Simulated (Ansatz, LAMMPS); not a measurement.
# Squeezing and shearing glassy 81SiO2-7Na2O-7CaO-4ZnO (mol %) (78 atoms)

How stiff is glassy 81SiO2-7Na2O-7CaO-4ZnO (mol %) (78 atoms), and how do its levels respond to strain?

Calculated with Ansatz 0.2.0; Kohn-Sham DFT, PBEsol, PAW (set soft_2), plane waves.

## Step 1: The starting structure

The cell holds 78 atoms: 22 Si, 4 Na, 2 Ca, 1 Zn and 49 O. Cell: a = 10.098 Å, b = 10.098 Å, c = 10.098 Å, α = 90.0°, β = 90.0°, γ = 90.0°. 78 atoms (22 Si, 4 Na, 2 Ca, 1 Zn, 49 O) placed at random at 2.4 g/cm³, melted at 4000 K for 10 ps at fixed volume with the Morse and Coulomb pair potential with partial charges (Pedone, Malavasi, Menziani, Cormack and Segre, J. Phys. Chem. B 110, 11780 (2006)). Quenched from 4000 K to 300 K at 300 K/ps and fixed volume, held 10 ps at zero pressure.

What the set-up can't give: The quench rate of 300 K/ps far exceeds what a furnace or splat quench reaches, so expect more defects and frozen-in strain than in a real sample. The starting topology of bonds comes from the classical model, and needn't be the one that DFT or experiment would give. Sampling is at Γ alone.

## Step 2: Single point at the start

A single point comes first, to see the forces before anything moves.

input.yaml

```yaml
crystal:
  lattice:
    - [10.09849, 0.0, 0.0]
    - [0.0, 10.09849, 0.0]
    - [0.0, 0.0, 10.09849]
  atoms:
    - { symbol: Si, position: [0.44751, 0.42072, 0.26714] }
    - { symbol: Si, position: [0.4168, 0.76974, 0.86724] }
    - { symbol: Si, position: [0.40168, 0.13058, 0.26076] }
    - { symbol: Si, position: [0.40541, 0.07587, 0.95321] }
    - { symbol: Si, position: [0.99493, 0.93883, 0.37919] }
    - { symbol: Si, position: [0.16587, 0.27987, 0.96407] }
    - { symbol: Si, position: [0.96173, 0.25152, 0.46629] }
    - { symbol: Si, position: [0.50585, 0.41372, 0.57659] }
    - { symbol: Si, position: [0.72761, 0.74781, 0.36737] }
    - { symbol: Si, position: [0.7667, 0.47847, 0.94382] }
    - { symbol: Si, position: [0.66125, 0.21502, 0.88292] }
    - { symbol: Si, position: [0.58421, 0.66542, 0.10901] }
    - { symbol: Si, position: [0.48166, 0.11399, 0.55288] }
    - { symbol: Si, position: [0.26512, 0.51179, 0.78241] }
    - { symbol: Si, position: [0.77448, 0.28824, 0.16477] }
    - { symbol: Si, position: [0.215, 0.7426, 0.43875] }
    - { symbol: Si, position: [0.9019, 0.87863, 0.79237] }
    - { symbol: Si, position: [0.62337, 0.8548, 0.64285] }
    - { symbol: Si, position: [0.13203, 0.47176, 0.32581] }
    - { symbol: Si, position: [0.97607, 0.59119, 0.72635] }
    - { symbol: Si, position: [0.78198, 0.49358, 0.50705] }
    - { symbol: Si, position: [0.95493, 0.16992, 0.76314] }
    - { symbol: Na, position: [0.96211, 0.6953, 0.08882] }
    - { symbol: Na, position: [0.25672, 0.59938, 0.09543] }
    - { symbol: Na, position: [0.45774, 0.68064, 0.41011] }
    - { symbol: Na, position: [0.25991, 0.89411, 0.1302] }
    - { symbol: Ca, position: [0.80857, 0.98523, 0.12891] }
    - { symbol: Ca, position: [0.20423, 0.94118, 0.6736] }
    - { symbol: Zn, position: [0.08115, 0.14853, 0.2528] }
    - { symbol: O, position: [0.53956, 0.25833, 0.5992] }
    - { symbol: O, position: [0.12342, 0.27227, 0.10782] }
    - { symbol: O, position: [0.43372, 0.05048, 0.11136] }
    - { symbol: O, position: [0.84537, 0.85597, 0.37715] }
    - { symbol: O, position: [0.09388, 0.84384, 0.46126] }
    - { symbol: O, position: [0.87218, 0.88071, 0.94031] }
    - { symbol: O, position: [0.84052, 0.35256, 0.46488] }
    - { symbol: O, position: [0.28618, 0.75978, 0.30304] }
    - { symbol: O, position: [0.65909, 0.75888, 0.2174] }
    - { symbol: O, position: [0.75741, 0.60242, 0.39369] }
    - { symbol: O, position: [0.48969, 0.09895, 0.38774] }
    - { symbol: O, position: [0.48585, 0.73465, 0.00546] }
    - { symbol: O, position: [0.97179, 0.08284, 0.43902] }
    - { symbol: O, position: [0.79538, 0.17428, 0.8064] }
    - { symbol: O, position: [0.89608, 0.55488, 0.59941] }
    - { symbol: O, position: [0.25465, 0.09388, 0.29049] }
    - { symbol: O, position: [0.24345, 0.4164, 0.912] }
    - { symbol: O, position: [0.33722, 0.1021, 0.6106] }
    - { symbol: O, position: [0.57753, 0.00166, 0.60364] }
    - { symbol: O, position: [0.64003, 0.48815, 0.59411] }
    - { symbol: O, position: [0.04158, 0.54354, 0.21569] }
    - { symbol: O, position: [0.65528, 0.37523, 0.87936] }
    - { symbol: O, position: [0.38097, 0.45961, 0.67878] }
    - { symbol: O, position: [0.07232, 0.33352, 0.3911] }
    - { symbol: O, position: [0.62794, 0.78111, 0.49886] }
    - { symbol: O, position: [0.04006, 0.23461, 0.87175] }
    - { symbol: O, position: [0.28401, 0.17058, 0.92999] }
    - { symbol: O, position: [0.50068, 0.552, 0.18341] }
    - { symbol: O, position: [0.28028, 0.45666, 0.26479] }
    - { symbol: O, position: [0.53738, 0.12291, 0.87595] }
    - { symbol: O, position: [0.15596, 0.58844, 0.44222] }
    - { symbol: O, position: [0.98102, 0.23524, 0.62213] }
    - { symbol: O, position: [0.99093, 0.00995, 0.75552] }
    - { symbol: O, position: [0.0187, 0.95242, 0.22013] }
    - { symbol: O, position: [0.34684, 0.92192, 0.89119] }
    - { symbol: O, position: [0.31633, 0.65418, 0.84016] }
    - { symbol: O, position: [0.11808, 0.52569, 0.73341] }
    - { symbol: O, position: [0.99584, 0.74631, 0.76374] }
    - { symbol: O, position: [0.66091, 0.35933, 0.24626] }
    - { symbol: O, position: [0.8738, 0.19703, 0.2396] }
    - { symbol: O, position: [0.46851, 0.4227, 0.42797] }
    - { symbol: O, position: [0.8289, 0.39906, 0.05821] }
    - { symbol: O, position: [0.71455, 0.18353, 0.04687] }
    - { symbol: O, position: [0.31212, 0.7646, 0.56395] }
    - { symbol: O, position: [0.76905, 0.85807, 0.70673] }
    - { symbol: O, position: [0.5302, 0.79046, 0.7587] }
    - { symbol: O, position: [0.8768, 0.53077, 0.84654] }
    - { symbol: O, position: [0.42488, 0.27102, 0.21153] }
    - { symbol: O, position: [0.69837, 0.60473, 0.01362] }
kpoints:
  mp_grid: { grid: [1, 1, 1] }
hamiltonian:
  xc: pbesol
scf:
  occupations: { method: fixed }
output:
  forces: true
```

On the command line:

```
> ansatz run input.yaml --threads 4 --pin off --max-ram 8192MiB --backend cpu --events-out ev --progress --plain --runs-dir out
```

Numbers of over 12 decimals in the logs are rounded to 6 here.

Output:

```text
Engine: ansatz 0.2.0, x86_64-unknown-linux-gnu
Pseudopotentials: kind: paw
Pseudopotential: Si, paw, valence charge 4, recommended cutoff 420 eV (normal), Si.paw.azcp
Pseudopotential: Na, paw, valence charge 9, recommended cutoff 420 eV (normal), Na.paw.azcp
Pseudopotential: Ca, paw, valence charge 10, recommended cutoff 420 eV (normal), Ca.paw.azcp
Pseudopotential: Zn, paw, valence charge 12, recommended cutoff 420 eV (normal), Zn.paw.azcp
Pseudopotential: O, paw, valence charge 6, recommended cutoff 420 eV (normal), O.paw.azcp
[... 3 lines on functional and potentials left out ...]
Crystal: 78 atoms, lattice volume = 1029.839 Å³
Basis set: ecut = 420 eV, 20005 PW (Γ), exchange–correlation on 144×144×144 points (8 copies of the dense FFT grid, shifted against one another)
Bands: 303, of which v1, the nominal top of the filled ones, is band 225 counted from 1 (224 counted from 0)
Symmetry: 1 space group operations
Space group: P1 (ITA 1), of the structure as read, at distance tolerance 1.0e-4 Å
k-points: 1
[... 16 lines on functional and potentials left out ...]
Initial density: superposition of atomic densities (neutral atoms: chi_scale 0, normalization atom), corrected by the library's trained network
Initial wavefunctions: pseudopotential atomic-orbital guess
Functional: x = pbesol(κ = 0.804, μ = 0.123457), c = pbesol(β = 0.046)
SCF iter   1: F=—  HF=-54001.686202 eV  |F-HF|=—  |Δ(HF+E_count)|=         —  Δρ=1.17e-2  dr2=1.14e0  ethr=1.77e-3  ⟨swp⟩=5.0  Hψ=1087  notcnv=0  defer=76
preconditioner: auto → Resta (q_TF=auto, 2.377 Å⁻¹)  ε∞=3.1  [insulator: Δε(μ)=2.371 eV  Ē_g=16.707 eV  n_scr=250 (ndim 8)  ℏωp=24.2 eV  f_vac=0.144  ε∞_Penn≈3.1]
SCF iter   2: F=—  HF=-54001.367190 eV  |F-HF|=—  |Δ(HF+E_count)|=   3.19e-1  Δρ=2.10e-3  dr2=4.57e-2  ethr=2.53e-4  ⟨swp⟩=2.0  Hψ=475  notcnv=0  defer=76
SCF iter   3: F=—  HF=-54001.362141 eV  |F-HF|=—  |Δ(HF+E_count)|=   5.05e-3  Δρ=9.81e-4  dr2=1.64e-2  ethr=1.02e-5  ⟨swp⟩=3.0  Hψ=396  notcnv=0  defer=65
automatic band count: iteration 3 solves 292 bands in place of 303: the levels show a gap, and the empty bands left out lie too high to hold charge; the band table lists the bands solved (type scf.n_extra_bands for more)
SCF iter   4: F=—  HF=-54001.362408 eV  |F-HF|=—  |Δ(HF+E_count)|=   2.68e-4  Δρ=9.88e-4  dr2=9.98e-3  ethr=3.64e-6  ⟨swp⟩=3.0  Hψ=396  notcnv=0  defer=65
SCF iter   5: F=—  HF=-54001.360478 eV  |F-HF|=—  |Δ(HF+E_count)|=   1.93e-3  Δρ=1.78e-4  dr2=5.70e-4  ethr=2.22e-6  ⟨swp⟩=2.0  Hψ=395  notcnv=0  defer=65
SCF iter   6: F=—  HF=-54001.360628 eV  |F-HF|=—  |Δ(HF+E_count)|=   1.50e-4  Δρ=9.32e-5  dr2=8.20e-5  ethr=1.27e-7  ⟨swp⟩=2.0  Hψ=450  notcnv=0  defer=65
SCF iter   7: F=—  HF=-54001.361815 eV  |F-HF|=—  |Δ(HF+E_count)|=   1.19e-3  Δρ=2.82e-5  dr2=9.20e-6  ethr=1.82e-8  ⟨swp⟩=2.0  Hψ=501  notcnv=0  defer=65
SCF iter   8: F=—  HF=-54001.361827 eV  |F-HF|=—  |Δ(HF+E_count)|=   1.16e-5  Δρ=1.31e-5  dr2=2.01e-6  ethr=2.04e-9  ⟨swp⟩=2.0  Hψ=448  notcnv=0  defer=65
SCF iter   9: F=—  HF=-54001.361829 eV  |F-HF|=—  |Δ(HF+E_count)|=   2.57e-6  Δρ=6.20e-6  dr2=4.42e-7  ethr=4.47e-10  ⟨swp⟩=2.0  Hψ=448  notcnv=0  defer=65
SCF iter  10: F=-54001.361830 eV  HF=-54001.361830 eV  |F-HF|=1.03e-7  |Δ(HF+E_count)|=   6.21e-7  Δρ=2.20e-6  dr2=6.47e-8  ethr=2.22e-11  ⟨swp⟩=4.0  Hψ=902  notcnv=0
SCF 1 converged in 10 iterations: F = -54001.361830 eV  dr2 = 6.47e-8
  greatest PAW one-centre occupation: 0.999 electrons in one spin orbital (limit 2), on the Na atom at site 24 (counted from 0), in its partial waves of l = 0
SCF converged after 10 iterations
Free energy (F): -54001.361830 eV
Harris-Foulkes:  -54001.361830 eV  (|F-HF|=1.03e-7)
Internal energy: -54001.361830 eV  (E = F + TS)
E sigma→0 (E₀):  -54001.361830 eV
Fermi energy:    4.846913 eV
--- Per-component energies (eV) ---
  E_band       = -2656.900294
  E_kinetic    = 10883.605260
  E_local      = -33881.606563  (includes V_loc(G=0)·N_el)
  E_nonlocal   = 4123.032488
  E_hartree    = 12509.298377
  E_xc         = -5367.073966
  E_vxc        = -6247.094903  (∫ρ·V_xc dr)
  E_paw        = -22976.094360  (= ΣΔE_a)
  E_vpaw       = -2553.557811  (= ΣTr[D̂ρ^β])
  E_aug_tail   = 0.124743  (compensation charges beyond the density's cutoff)
  E_ewald      = -19296.324970
  E_core_change = 3.677161  (= ΣΔE_core)
  E_smearing   = -0.000000  (= −TS)
  E_closure    = -0.000000  (closes the sum)
  Σ components = -54001.361830   (vs F -54001.361830, Δ=0.00e0)
--- Forces (eV/Å), atoms counted from 1 ---
  atom   1  Si    -0.25868268    -1.81179869     0.15227335
  atom   2  Si     1.53874173     2.50991783    -0.69339275
  atom   3  Si    -1.07490246    -2.49317897    -0.33476805
  atom   4  Si    -0.38907168    -1.01886174     0.90289192
  atom   5  Si    -1.30883500    -2.08676832    -1.82023586
  atom   6  Si     1.11982917    -0.43145917    -1.15406646
  atom   7  Si    -0.99814621    -1.19672065    -0.43857209
  atom   8  Si    -2.22164961    -2.51481824     2.37299275
  atom   9  Si    -0.27766535     3.64513270     1.69893800
  atom  10  Si    -1.42188247    -0.83560061    -0.27031574
  atom  11  Si     3.82672314     1.16269986     3.58929820
  atom  12  Si     0.90942527    -2.34069168    -0.82395563
  atom  13  Si    -1.88514054     1.03389522    -1.26333512
  atom  14  Si     2.16224089    -1.53013895    -0.60529386
[...]
atom  77  O      1.02479230     4.22716347    -1.55663981
  atom  78  O     -0.58009546     1.26693360     0.22713542
  max |Σ_I F_I| component: 1.16e-4 eV/Å
```

It took 11 s on 4 threads of Intel Xeon Platinum 8488C (Sapphire Rapids), shared host; peak memory 1.3 GiB.

The column dr2 measures how far the density is from self-consistency, as an energy; F and HF (Harris–Foulkes) agree once it is small.

The r.m.s. force at the start is 1.3 eV/Å.

(Part 1 of 4 ends here.)

[Logs are printed without paths, hosts, clocks, repeated set-up lines and the standing remarks that a program may print on its own settings, such as how far it seeks lower states.]

[Hosts, paths, dates, database ids (printed as entryN), source tags and the programs' standing remarks are cut or masked in the printed files.]
